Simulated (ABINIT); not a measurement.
# CsH (Pm-3m): G0W0 in ABINIT against the k mesh

Aim: move the k mesh of a G0W0 run on CsH (Pm-3m) over a wide range.

Program: ABINIT 10.8.3. Level of theory: LDA and many-body steps on it, plane waves. Results are calculated unless marked as measured.

## (1) Starting point

The structure is cubic, space group Pm-3m (No. 221). The conventional cell has a = 3.818 Å, b = 3.818 Å, c = 3.818 Å, α = 90.00°, β = 90.00°, γ = 90.00°. Cs has 8 H at 3.31 Å nearest. Nearest to H lie 8 Cs at 3.31 Å. Farther neighbours are not listed.

The cell and positions are those that the Materials Project relaxed with its own functionals (PBE, PBE+U or r2SCAN), kept fixed. Spin-orbit coupling is left out unless a step names it.

## (2) Empty states on the mesh, 4×4×4 mesh, 103 bands

This step: ABINIT 10.8.3; DFT, LDA, plane waves, norm-conserving pseudopotentials.

The sums over transitions need many empty states on a uniform mesh; this step solves for them.

Contents of run.abi:

```
acell 3*1.0 Angstrom
rprim 
  3.818408540000 0.000000000000 0.000000000000
  0.000000000000 3.818408540000 0.000000000000
  0.000000000000 0.000000000000 3.818408540000
ntypat 2
znucl 55 1
natom 2
typat 1 2
xred 
  0.000000000000 0.000000000000 0.000000000000
  0.500000000000 0.500000000000 0.500000000000
pp_dirpath "pseudos"
pseudos "Cs.upf, H.upf"
ecut 31
ngkpt 4 4 4
nshiftk 1
shiftk 0 0 0
kptopt 1
chksymbreak 0
irdden 1
istwfk *1
nband 103
prtvol 0
optdriver 6
gwr_task "HDIAGO"
paral_kgb 0
occopt 1
indata_prefix "in"
outdata_prefix "out"
tmpdata_prefix "tmp"
```

On the command line:

```bash
$ OMP_NUM_THREADS=1 mpirun -n 4 abinit run.abi > log
```

Numbers of over 12 decimals in the logs are rounded to 6 here.

The log of the run:

```text
.Version 10.8.3 of ABINIT. v10.8.2 released Aug 2026.

 Symmetries : space group Pm -3 m (#221); Bravais cP (primitive cubic)
[... echo of the input left out ...]
== DATASET  1 ==================================================================
-   mpi_nproc: 4, omp_nthreads: 1 (-1 if OMP is not activated)

--- !DatasetInfo
iteration_state: {dtset: 1, }
dimensions: {natom: 2, nkpt: 10, mband: 103, nsppol: 1, nspinor: 1, nspden: 1, mpw: 3136, }
cutoff_energies: {ecut:  31.0, pawecutdg:  -1.0, }
[...]
Indirect band gap semiconductor
 Fundamental gap:     2.297 (eV)
   VBM:     2.652 (eV) at k: [ 5.0000E-01,  5.0000E-01,  5.0000E-01]
   CBM:     4.950 (eV) at k: [ 5.0000E-01,  0.0000E+00,  0.0000E+00]
 Direct gap:         2.488 (eV) at k: [ 5.0000E-01,  5.0000E-01,  5.0000E-01]

== END DATASET(S) ==============================================================
================================================================================

 -outvars: echo values of variables after computation  --------
           etotal      0.0000000000E+00
            nband         103
             nkpt          10
          spgroup         221
 [... the other variables as echoed above ...]

 Calculation completed.
```

Wall time 56 s (4 MPI ranks of Arm Neoverse V2, shared host); peak memory 2.3 GiB; 3.7 min of CPU time.

Numbers from this step:

| Property | Result |
| --- | --- |
| gap | 2.297 eV |
| k of the valence top | 0.5, 0.5, 0.5 |
| k of the conduction bottom | 0.5, 0, 0 |
| least direct gap | 2.488 eV |
| k points computed | 10 |
| lowest point of the top converged band, above the valence top | 66.6088 eV |

On this mesh the gap is 2.297 eV.

The density comes from a self-consistent run that is not shown.

## (3) Empty states on the mesh, 2×2×2 mesh, 31 bands

run.abi, as its differences from that of step 2:

```diff
@@ -15,3 +15,3 @@
 ecut 31
-ngkpt 4 4 4
+ngkpt 2 2 2
 nshiftk 1
@@ -20,10 +20,10 @@
 chksymbreak 0
+iscf -2
 irdden 1
 istwfk *1
-nband 103
+nband 31
+nbdbuf 4
+tolwfr 1e-09
+nstep 60
 prtvol 0
-optdriver 6
-gwr_task "HDIAGO"
-paral_kgb 0
-occopt 1
 indata_prefix "in"
```

The log of the run:

```text
.Version 10.8.3 of ABINIT. v10.8.2 released Aug 2026.

 Symmetries : space group Pm -3 m (#221); Bravais cP (primitive cubic)
[... echo of the input left out ...]
== DATASET  1 ==================================================================
-   mpi_nproc: 4, omp_nthreads: 1 (-1 if OMP is not activated)

--- !DatasetInfo
iteration_state: {dtset: 1, }
dimensions: {natom: 2, nkpt: 4, mband: 31, nsppol: 1, nspinor: 1, nspden: 1, mpw: 3136, }
cutoff_energies: {ecut:  31.0, pawecutdg:  -1.0, }
[...]
0.44219    0.44219    0.44219    0.45080    0.45080    0.45080    0.53651    0.53651
   0.53651    0.62005    0.65096    0.65096    0.69280    0.69280    0.69280    0.87511
   0.87511    0.87511    0.92479    0.95747    0.95747    0.95747    0.97717
 prteigrs : prtvol=0 or 1, do not print more k-points.

== END DATASET(S) ==============================================================
================================================================================

 -outvars: echo values of variables after computation  --------
            nband          31
             nkpt           4
          spgroup         221
 [... the other variables as echoed above ...]

 Calculation completed.
```

It took 3.6 s on 4 MPI ranks; peak memory 0.25 GiB.

This step gave:

```yaml
gap: 2.297 eV
k_of_the_valence_top: 0.5, 0.5, 0.5
k_of_the_conduction_bottom: 0.5, 0, 0
least_direct_gap: 2.488 eV
k_points_computed: 4
lowest_point_of_the_top_converged_band_above_the_valence_top: 22.22 eV
```

On this mesh the gap is 2.297 eV.

## (4) Empty states on the mesh, 6×6×6 mesh, 31 bands

run.abi, as its differences from that of step 3:

```diff
@@ -15,3 +15,3 @@
 ecut 31
-ngkpt 2 2 2
+ngkpt 6 6 6
 nshiftk 1
```

The log of the run:

```text
.Version 10.8.3 of ABINIT. v10.8.2 released Aug 2026.

 Symmetries : space group Pm -3 m (#221); Bravais cP (primitive cubic)
[... echo of the input left out ...]
== DATASET  1 ==================================================================
-   mpi_nproc: 4, omp_nthreads: 1 (-1 if OMP is not activated)

--- !DatasetInfo
iteration_state: {dtset: 1, }
dimensions: {natom: 2, nkpt: 20, mband: 31, nsppol: 1, nspinor: 1, nspden: 1, mpw: 3136, }
cutoff_energies: {ecut:  31.0, pawecutdg:  -1.0, }
[...]
0.44219    0.44219    0.44219    0.45080    0.45080    0.45080    0.53651    0.53651
   0.53651    0.62005    0.65096    0.65096    0.69280    0.69280    0.69280    0.87511
   0.87511    0.87511    0.92479    0.95747    0.95747    0.95747    0.97717
 prteigrs : prtvol=0 or 1, do not print more k-points.

== END DATASET(S) ==============================================================
================================================================================

 -outvars: echo values of variables after computation  --------
            nband          31
             nkpt          20
          spgroup         221
 [... the other variables as echoed above ...]

 Calculation completed.
```

Run time: 9.6 s. Hardware: 4 MPI ranks; peak memory 0.28 GiB.

Numbers from this step:

- gap: 2.297 eV
- k of the valence top: 0.5, 0.5, 0.5
- k of the conduction bottom: 0.5, 0, 0
- least direct gap: 2.488 eV
- k points computed: 20
- lowest point of the top converged band, above the valence top: 21.32 eV

On this mesh the gap is 2.297 eV.

## (5) Screening, 2×2×2 mesh, 27 bands, screening to 106.1 eV

The RPA dielectric matrix is built and inverted for each q.

This step: RPA screening on LDA, plane waves, norm-conserving pseudopotentials.

run.abi, as its differences from that of step 4:

```diff
@@ -15,3 +15,3 @@
 ecut 31
-ngkpt 6 6 6
+ngkpt 2 2 2
 nshiftk 1
@@ -20,10 +20,11 @@
 chksymbreak 0
-iscf -2
-irdden 1
 istwfk *1
-nband 31
-nbdbuf 4
-tolwfr 1e-09
-nstep 60
-prtvol 0
+occopt 1
+irdwfk 1
+optdriver 3
+nband 27
+ecuteps 3.9
+inclvkb 2
+awtr 1
+symchi 1
 indata_prefix "in"
```

The log of the run:

```text
.Version 10.8.3 of ABINIT. v10.8.2 released Aug 2026.

 Symmetries : space group Pm -3 m (#221); Bravais cP (primitive cubic)
[... echo of the input left out ...]
== DATASET  1 ==================================================================
-   mpi_nproc: 4, omp_nthreads: 1 (-1 if OMP is not activated)

--- !DatasetInfo
iteration_state: {dtset: 1, }
dimensions: {natom: 2, nkpt: 4, mband: 27, nsppol: 1, nspinor: 1, nspden: 1, mpw: 3136, }
cutoff_energies: {ecut:  31.0, pawecutdg:  -1.0, }
electrons: {nelect:   1.00000000E+01, charge:   0.00000000E+00, occopt:   1.00000000E+00, tsmear:   1.00000000E-02, }

 SCREENING: Calculation of the susceptibility and dielectric matrices

 Based on a program developped by R.W. Godby, V. Olevano, G. Onida, and L. Reining.
 Incorporated in ABINIT by V. Olevano, G.-M. Rignanese, and M. Torrent.
.Using double precision arithmetic ; gwpc =  8

[... cell and pseudopotentials left out ...]
--------------------------------------------------------------------------------

 ==== K-mesh for the wavefunctions ====
 Number of points in the irreducible wedge :     4
[... list of points left out ...]
 Together with 48 symmetry operations and time-reversal symmetry
 yields     8 points in the full Brillouin Zone.

 ==== Q-mesh for the screening function ====
 Number of points in the irreducible wedge :     4
[... list of points left out ...]
 Together with 48 symmetry operations and time-reversal symmetry
 yields     8 points in the full Brillouin Zone.

 setmesh: FFT mesh size selected  =    25x   25x   25
          total number of points  =        15625

 vcoul_init : cutoff-mode = AUXILIARY_FUNCTION
 q-points for optical limit:   1
     1)      0.000010    0.000020    0.000030

- screening: taking advantage of time-reversal symmetry
- Maximum band index for partially occupied states nbvw = 5
- Remaining bands to be divided among processors   nbcw = 22
- Number of bands treated by each node ~5

 Number of electrons calculated from density =   10.0000; Expected =   10.0000
 average of density, n =  0.026617
 r_s =    2.0777
 omega_plasma =   15.7374 [eV]

 calculating chi0 at frequencies [eV] :
  1    0.000000E+00    0.000000E+00
  2    0.000000E+00    1.573743E+01

--------------------------------------------------------------------------------
  q-point number  1        q = ( 0.000000, 0.000000, 0.000000) [r.l.u.]
--------------------------------------------------------------------------------
[... chi0 elements left out ...]
 For q-point:  0.000010 0.000020 0.000030
  dielectric constant =   7.5419
  dielectric constant without local fields =   8.6270

  Average fulfillment of the sum rule on Im[epsilon] for q-point    1 :     49.48  [%]
[... wings left out ...]
  q-point number  2        q = ( 0.500000, 0.000000, 0.000000) [r.l.u.]
--------------------------------------------------------------------------------
[... chi0 elements left out ...]
  Average fulfillment of the sum rule on Im[epsilon] for q-point    2 :     73.43  [%]

 [... 2 further q-points ...]
```

The job ended after 2.1 s (4 MPI ranks; peak memory 0.1 GiB; 7.9 s of CPU time).

Numbers from this step:

* ε∞ with local fields, on this mesh, along the program's q direction: 7.542
* the same without local fields: 8.627
* plasma frequency: 15.74 eV
* plane waves in the screening matrix: 147

Local fields lower ε∞ by 13 %. On a Γ-centred mesh this coarse the value itself is usually too large, while a short band sum pulls it down.

## (6) 2×2×2

This step: G0W0 on LDA, plane waves, norm-conserving pseudopotentials.

run.abi, as its differences from that of step 5:

```diff
@@ -23,8 +23,19 @@
 irdwfk 1
-optdriver 3
+optdriver 4
 nband 27
+gwcalctyp 0
+ecutsigx 31
+symsigma 1
+nkptgw 3
+kptgw 
+  0.5000000000 0.5000000000 0.5000000000
+  0.5000000000 0.0000000000 0.0000000000
+  0.0000000000 0.0000000000 0.0000000000
+bdgw 
+  2 8
+  3 7
+  2 7
 ecuteps 3.9
-inclvkb 2
-awtr 1
-symchi 1
+irdscr 1
+ppmodel 1
 indata_prefix "in"
```

The log of the run:

```text
.Version 10.8.3 of ABINIT. v10.8.2 released Aug 2026.

 Symmetries : space group Pm -3 m (#221); Bravais cP (primitive cubic)
[... echo of the input left out ...]
== DATASET  1 ==================================================================
-   mpi_nproc: 4, omp_nthreads: 1 (-1 if OMP is not activated)

--- !DatasetInfo
iteration_state: {dtset: 1, }
dimensions: {natom: 2, nkpt: 4, mband: 27, nsppol: 1, nspinor: 1, nspden: 1, mpw: 3136, }
cutoff_energies: {ecut:  31.0, pawecutdg:  -1.0, }
electrons: {nelect:   1.00000000E+01, charge:   0.00000000E+00, occopt:   1.00000000E+00, tsmear:   1.00000000E-02, }

 SIGMA: Calculation of the GW corrections

 Based on a program developped by R.W. Godby, V. Olevano, G. Onida, and L. Reining.
 Incorporated in ABINIT by V. Olevano, G.-M. Rignanese, and M. Torrent.
.Using double precision arithmetic ; gwpc =  8

[... cell and pseudopotentials left out ...]
--------------------------------------------------------------------------------

 ==== K-mesh for the wavefunctions ====
 Number of points in the irreducible wedge :     4
[... list of points left out ...]
 Together with 48 symmetry operations and time-reversal symmetry
 yields     8 points in the full Brillouin Zone.

 ==== Q-mesh for screening function ====
 Number of points in the irreducible wedge :     4
[... list of points left out ...]
 Together with 48 symmetry operations and time-reversal symmetry
 yields     8 points in the full Brillouin Zone.

 vcoul_init : cutoff-mode = AUXILIARY_FUNCTION
 q-points for optical limit:   1
     1)      0.000010    0.000020    0.000030
 setmesh: FFT mesh size selected  =    40x   40x   40
          total number of points  =        64000

 Number of electrons calculated from density =   10.0000; Expected =   10.0000
 average of density, n =  0.026617
 r_s =    2.0777
 omega_plasma =   15.7374 [eV]

 === KS Band Gaps ===
  >>>> For spin  1
   Minimum direct gap =   2.4881 [eV], located at k-point      :   0.5000  0.5000  0.5000
   Fundamental gap    =   2.2974 [eV], Top of valence bands at :   0.5000  0.5000  0.5000
                                       Bottom of conduction at :   0.5000  0.0000  0.0000
 SIGMA fundamental parameters:
 PLASMON POLE MODEL  1
 number of plane-waves for SigmaX                 3071
 number of plane-waves for SigmaC and W            147
 number of plane-waves for wavefunctions          3071
 number of bands                                    27
 number of independent spin polarizations            1
 number of spinorial components                      1
 number of k-points in IBZ                           4
 number of q-points in IBZ                           4
 number of symmetry operations                      48
 number of k-points in BZ                            8
 number of q-points in BZ                            8
 number of frequencies for dSigma/dE                 9
 frequency step for dSigma/dE [eV]                0.25
 number of omega for Sigma on real axis              0
 max omega for Sigma on real axis  [eV]           0.00
 zcut for avoiding poles [eV]                     0.10

 EPSILON^-1 parameters (SCR file):
 dimension of the eps^-1 matrix on file            147
 dimension of the eps^-1 matrix used               147
 number of plane-waves for wavefunctions          3071
 number of bands                                    27
 number of q-points in IBZ                           4
 number of frequencies                               2
 number of real frequencies                          1
 number of imag frequencies                          1

 matrix elements of self-energy operator (all in [eV])

 Perturbative Calculation

--- !SelfEnergy_ee
iteration_state: {dtset: 1, }
kpoint     : [   0.500,    0.500,    0.500, ]
spin       : 1
KS_gap     :    2.488
QP_gap     :    3.871
Delta_QP_KS:    1.383
data: !SigmaeeData |
     Band     E0 <VxcDFT>   SigX SigC(E0)      Z dSigC/dE  Sig(E)    E-E0       E
        2  -6.265 -12.522 -16.786   3.248   0.766  -0.305 -13.300  -0.778  -7.043
        3  -6.265 -12.522 -16.786   3.248   0.766  -0.305 -13.300  -0.778  -7.043
        4  -6.265 -12.522 -16.786   3.248   0.766  -0.305 -13.300  -0.778  -7.043
        5   2.652  -9.827 -13.065   2.686   0.759  -0.317 -10.246  -0.419   2.233
        6   5.141  -7.786  -3.442  -3.150   0.806  -0.240  -6.822   0.964   6.104
        7   5.141  -7.786  -3.442  -3.150   0.806  -0.240  -6.822   0.964   6.104
[...]
--- !SelfEnergy_ee
iteration_state: {dtset: 1, }
kpoint     : [   0.500,    0.000,    0.000, ]
spin       : 1
KS_gap     :    2.559
QP_gap     :    4.012
Delta_QP_KS:    1.453
data: !SigmaeeData |
     Band     E0 <VxcDFT>   SigX SigC(E0)      Z dSigC/dE  Sig(E)    E-E0       E
[...]
--- !SelfEnergy_ee
iteration_state: {dtset: 1, }
kpoint     : [   0.000,    0.000,    0.000, ]
spin       : 1
KS_gap     :    5.220
QP_gap     :    6.801
Delta_QP_KS:    1.581
data: !SigmaeeData |
     Band     E0 <VxcDFT>   SigX SigC(E0)      Z dSigC/dE  Sig(E)    E-E0       E
[...]
5   0.539  -8.732 -11.847   2.569   0.758  -0.320  -9.146  -0.414   0.125
        6   5.759  -8.450  -3.545  -3.448   0.801  -0.249  -7.283   1.167   6.926
        7   5.759  -8.450  -3.545  -3.448   0.801  -0.249  -7.283   1.167   6.926

== END DATASET(S) ==============================================================
================================================================================

 -outvars: echo values of variables after computation  --------
           etotal      0.0000000000E+00
            nband          27
             nkpt           4
          spgroup         221
 [... the other variables as echoed above ...]

 Calculation completed.
```

Run time: 2.6 s. Hardware: 4 MPI ranks; peak memory 0.13 GiB.

Numbers from this step:

| Quantity | Value |
| --- | --- |
| G0W0 gap on the points computed | 3.757 eV |
| starting gap on the mesh | 2.297 eV |
| k of the valence top | 0.5, 0.5, 0.5 |
| k of the conduction bottom | 0.5, 0, 0 |
| Z at the valence top | 0.759 |
| Z at the conduction bottom | 0.807 |
| least direct G0W0 gap on the computed points | 3.871 eV |

## (7) Screening, 4×4×4 mesh, 27 bands, screening to 106.1 eV

This step: RPA screening on LDA, plane waves, norm-conserving pseudopotentials.

run.abi, as its differences from that of step 6:

```diff
@@ -15,3 +15,3 @@
 ecut 31
-ngkpt 2 2 2
+ngkpt 4 4 4
 nshiftk 1
@@ -23,19 +23,8 @@
 irdwfk 1
-optdriver 4
+optdriver 3
 nband 27
-gwcalctyp 0
-ecutsigx 31
-symsigma 1
-nkptgw 3
-kptgw 
-  0.5000000000 0.5000000000 0.5000000000
-  0.5000000000 0.0000000000 0.0000000000
-  0.0000000000 0.0000000000 0.0000000000
-bdgw 
-  2 8
-  3 7
-  2 7
 ecuteps 3.9
-irdscr 1
-ppmodel 1
+inclvkb 2
+awtr 1
+symchi 1
 indata_prefix "in"
```

The log of the run:

```text
.Version 10.8.3 of ABINIT. v10.8.2 released Aug 2026.

 Symmetries : space group Pm -3 m (#221); Bravais cP (primitive cubic)
[... echo of the input left out ...]
== DATASET  1 ==================================================================
-   mpi_nproc: 4, omp_nthreads: 1 (-1 if OMP is not activated)

--- !DatasetInfo
iteration_state: {dtset: 1, }
dimensions: {natom: 2, nkpt: 10, mband: 27, nsppol: 1, nspinor: 1, nspden: 1, mpw: 3136, }
cutoff_energies: {ecut:  31.0, pawecutdg:  -1.0, }
electrons: {nelect:   1.00000000E+01, charge:   0.00000000E+00, occopt:   1.00000000E+00, tsmear:   1.00000000E-02, }

 SCREENING: Calculation of the susceptibility and dielectric matrices

 Based on a program developped by R.W. Godby, V. Olevano, G. Onida, and L. Reining.
 Incorporated in ABINIT by V. Olevano, G.-M. Rignanese, and M. Torrent.
.Using double precision arithmetic ; gwpc =  8

[... cell and pseudopotentials left out ...]
--------------------------------------------------------------------------------

 ==== K-mesh for the wavefunctions ====
 Number of points in the irreducible wedge :    10
[... list of points left out ...]
 Together with 48 symmetry operations and time-reversal symmetry
 yields    64 points in the full Brillouin Zone.

 ==== Q-mesh for the screening function ====
 Number of points in the irreducible wedge :    10
[... list of points left out ...]
 Together with 48 symmetry operations and time-reversal symmetry
 yields    64 points in the full Brillouin Zone.

 setmesh: FFT mesh size selected  =    25x   25x   25
          total number of points  =        15625

 vcoul_init : cutoff-mode = AUXILIARY_FUNCTION
 q-points for optical limit:   1
     1)      0.000010    0.000020    0.000030

- screening: taking advantage of time-reversal symmetry
- Maximum band index for partially occupied states nbvw = 5
- Remaining bands to be divided among processors   nbcw = 22
- Number of bands treated by each node ~5

 Number of electrons calculated from density =   10.0000; Expected =   10.0000
 average of density, n =  0.026617
 r_s =    2.0777
 omega_plasma =   15.7374 [eV]

 calculating chi0 at frequencies [eV] :
  1    0.000000E+00    0.000000E+00
  2    0.000000E+00    1.573743E+01

--------------------------------------------------------------------------------
  q-point number  1        q = ( 0.000000, 0.000000, 0.000000) [r.l.u.]
--------------------------------------------------------------------------------
[... chi0 elements left out ...]
 For q-point:  0.000010 0.000020 0.000030
  dielectric constant =   3.8240
  dielectric constant without local fields =   4.3476

  Average fulfillment of the sum rule on Im[epsilon] for q-point    1 :     51.74  [%]
[... wings left out ...]
  q-point number  2        q = ( 0.250000, 0.000000, 0.000000) [r.l.u.]
--------------------------------------------------------------------------------
[... chi0 elements left out ...]
  Average fulfillment of the sum rule on Im[epsilon] for q-point    2 :     87.04  [%]

 [... 8 further q-points ...]
```

Run time: 3.6 s. Hardware: 4 MPI ranks; peak memory 0.46 GiB.

Numbers from this step:

- ε∞ with local fields, on this mesh, along the program's q direction: 3.824
- the same without local fields: 4.348
- plasma frequency: 15.74 eV
- plane waves in the screening matrix: 147

[end of part 1 of 2]

[Paths, hosts, dates, memory and timing lines, banners, echoed tables and standing remarks are left out of the program output.]

[Logs are printed without paths, hosts, clocks, repeated set-up lines and the standing remarks that a program may print on its own settings, such as how far it seeks lower states.]

[Runs of the session that timed out or met a known fault of the program may be left out.]

[Hosts, paths, dates, database ids (printed as entryN), source tags and the programs' standing remarks are cut or masked in the printed files.]

[G0W0 gaps are taken among the corrected bands and points alone; a level outside them can change the order at an edge.]

[Where Ansatz stands beside ABINIT at settings called matched, ABINIT's density can come from a denser mesh and the files from another edition; pairs whose starting gaps differed by over 0.03 eV were left out, so agreement reads better than it is.]
